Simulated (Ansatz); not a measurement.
# The perfect Pt wire along [110], 7 atoms a period, part 2 of 2

What gap, if any, does the Pt wire along [110], 7 atoms a period have, and how many channels would it open?

Ansatz 0.2.0; DFT PBE, plane waves, PAW; relaxation of a wire's period; PAW set soft_1 (the session's first sound run).

So far: Set-up; Relaxing the period.

**2. Relaxing the period (continued)**

Step by step:

```tsv
step	energy less that of the first step (eV)	largest force component (eV/Å)	pressure (GPa)	volume (Å³)
1	0.0000	1.0399	-4.55	375.32
2	-0.4972	1.1206	2.43	357.03
3	-0.7386	0.0756	-0.28	354.79
4	-0.7557	0.0427	0.05	351.03
5	-0.7562	0.0160	0.01	351.16
6*	-0.7513	0.0160	0.02	351.16
```

Relaxation steps marked * repeat the geometry before them on a plane-wave basis chosen anew for their cell, so energy and pressure can jump there.

Forces are held to the 8 operations that the run works with; a distortion that breaks them can't arise in this run.

```tsv
cell as run	before	after	change
c (Å)	2.807	2.627	-6.4 %
```

The atoms that moved most (Å, along periodic axes as changes of fractional coordinates times the final cell, across vacuum about the mean position):

```tsv
atom	dx	dy	dz	length
Pt1	0.000	-0.064	0.000	0.064
Pt7	0.000	0.064	0.000	0.064
Pt6	0.007	-0.031	0.000	0.032
Pt4	-0.007	-0.031	0.000	0.032
Pt5	0.007	0.031	0.000	0.032
Pt3	-0.007	0.031	0.000	0.032
```

Final coordinates:

```cif
data_structure
_symmetry_space_group_name_H-M 'P 1'
_symmetry_Int_Tables_number 1
_cell_length_a 10.7700
_cell_length_b 12.4140
_cell_length_c 2.6265
_cell_angle_alpha 90.000
_cell_angle_beta 90.000
_cell_angle_gamma 90.000
_cell_volume 351.16
loop_
_atom_site_label
_atom_site_type_symbol
_atom_site_fract_x
_atom_site_fract_y
_atom_site_fract_z
_atom_site_occupancy
Pt1 Pt 0.50000 0.72102 0.00000 1
Pt2 Pt 0.50000 0.50002 0.00000 1
Pt3 Pt 0.31503 0.38948 0.50000 1
Pt4 Pt 0.31503 0.61055 0.50000 1
Pt5 Pt 0.68497 0.38948 0.50000 1
Pt6 Pt 0.68497 0.61055 0.50000 1
Pt7 Pt 0.50000 0.27901 0.00000 1
```

This step gave:

| Quantity | Value |
| --- | --- |
| energy at zero smearing | -87665.5560 eV |
| cell length along the wire | 2.627 Å |

The cell's length comes to 2.627 Å with spin left out.

**3. The wire at its relaxed period**

This step: DFT PBE, plane waves, PAW; bands of a perfect wire; PAW set soft_1 (Ansatz 0.2.0).

At the relaxed period the bands are computed along the axis; those that cross an energy going forward count the channels that a perfect wire would open there.

input.yaml reads:

```yaml
crystal:
  lattice:
    - [10.77, 0.0, 0.0]
    - [0.0, 12.414, 0.0]
    - [0.0, 0.0, 2.62651588]
  atoms:
    - { symbol: Pt, position: [0.5, 0.721020501, 0.0] }
    - { symbol: Pt, position: [0.5, 0.500017232, 0.0] }
    - { symbol: Pt, position: [0.315032018, 0.389480954, 0.5] }
    - { symbol: Pt, position: [0.315032018, 0.61055351, 0.5] }
    - { symbol: Pt, position: [0.684967982, 0.389480954, 0.5] }
    - { symbol: Pt, position: [0.684967982, 0.61055351, 0.5] }
    - { symbol: Pt, position: [0.5, 0.279013963, 0.0] }
kpoints:
  mp_grid: { grid: [1, 1, 31] }
  band_path: { path: ["Γ", Z], npoints: 90 }
scf:
  occupations: { method: fermi_dirac, width: 0.05 }
hamiltonian:
  xc: pbe
  pseudopotentials: { kind: paw, azcp: { folder: soft_1 } }
output:
  dos: { e_range: [-5, 4] }
  write_potential: true
  write_density: true
  volumetric_format: npy
```

Launch:

```
ansatz run input.yaml --threads 4 --pin off --max-ram 16384MiB --backend cpu --events-out ev --progress --plain --runs-dir out
```

Numbers of over 12 decimals in the logs are rounded to 6 here.

Output:

```text
[...]
Crystal: 7 atoms, lattice volume = 351.162 Å³
Basis set: ecut = 420 eV, 6911 PW (Γ)
Bands: 76, of which v1, the nominal top of the filled ones, is band 63 counted from 1 (62 counted from 0)
Symmetry: 8 space group operations
[...]
k-points: 16 of 31
[...]
SCF iter   1: F=—  HF=-87667.633909 eV  |F-HF|=—  |Δ(HF+E_count)|=         —  Δρ=4.59e-2  dr2=7.50e0  ethr=3.10e-3  ⟨swp⟩=7.7  Hψ=4841  notcnv=0  defer=7
[...]
SCF iter  11: F=-87665.600648 eV  HF=-87665.600648 eV  |F-HF|=6.24e-9  |Δ(HF+E_count)|=   6.26e-8  Δρ=3.15e-6  dr2=3.89e-8  ethr=7.94e-11  ⟨swp⟩=12.3  Hψ=4015  notcnv=0
SCF 1 converged in 11 iterations: F = -87665.600648 eV  dr2 = 3.89e-8
[...]
NSCF: frozen V_eff on 91 k-points
WARN: The output density's exchange-correlation potential varies sharply where the density is thin. Do not read a vacuum level from v_tot or v_xc, or from such a field of the output density. On a cell that repeats whose density bears no net charge and no dipole along the vacuum's axis use v_es (v_loc + v_h of the components); under efield.dipole_correction with no amplitude use v_es + v_field, which holds any externa [...]
SCF converged after 11 iterations
Free energy (F): -87665.600648 eV
[...]
Internal energy: -87665.500701 eV  (E = F + TS)
E sigma→0 (E₀):  -87665.550674 eV
Entropy (-TS):   -0.099947 eV (-14.278 meV/atom)
Fermi energy:    3.107831 eV
[...]
--- Band table (eV; the first three rows and the last of 16) ---
  k-point 0: bands = [... 59 lower, 2.7441, 2.9205, 2.9484, 3.2134, 3.2813, 3.2824, 3.3216, 3.5452, ... 9 higher]
  k-point 1: bands = [... 59 lower, 2.6013, 2.9794, 3.0509, 3.0991, 3.1572, 3.2151, 3.2832, 3.4729, ... 9 higher]
  k-point 2: bands = [... 59 lower, 2.6649, 2.8825, 2.9004, 3.0356, 3.0669, 3.1864, 3.2100, 3.2984, ... 9 higher]
  k-point 15: bands = [... 59 lower, 3.2343, 3.2756, 3.6813, 3.9075, 5.5170, 5.7473, 6.5198, 6.6582, ... 9 higher]
```

Run time: 32 s. Hardware: 4 threads of Arm Neoverse V1, shared host; peak memory 1.4 GiB.

Reading the cycles: dr2 is the Hartree energy of the density residual (eV), the measure of convergence; HF is the Harris–Foulkes estimate of the energy, which meets the free energy F at convergence.

This step gave:

```
energy at zero smearing : -87665.5507 eV
band gap                : 0 eV
```

The electronic bands at the labelled points (eV, zero at the Fermi level):

```tsv
point	band 61	band 62	band 63	band 64	band 65	band 66	band 67	band 68
Γ	-0.19	-0.16	0.11	0.17	0.17	0.21	0.44	0.54
halfway	-0.42	-0.32	-0.27	-0.23	-0.08	0.18	1.15	1.71
Z	0.17	0.59	0.81	2.46	2.87	3.21	3.98	4.00
```

Between Γ and Z the bands cross the Fermi level 13 times, so a perfect wire would conduct at least 13 G₀, with spin left out.

**4. What came out**

| Property | Result |
| --- | --- |
| cell length, PBE | 2.627 Å |
| ballistic conductance by band crossings, a lower bound, PBE | 13 G₀ |

What this shows: Under PBE the cell's length is 2.63 Å, and the bands cross the Fermi level 13 times between Γ and Z, which gives a perfect wire at least 13 G₀ (opposite crossings within one step of the path cancel in such a count). No spin was allowed, though thin wires with open d shells can turn magnetic. Spin-orbit coupling is left out, which matters for the bands of heavy atoms.

[Logs are printed without paths, hosts, clocks, repeated set-up lines and the standing remarks that a program may print on its own settings, such as how far it seeks lower states.]

[Hosts, paths, dates, database ids (printed as entryN), source tags and the programs' standing remarks are cut or masked in the printed files.]
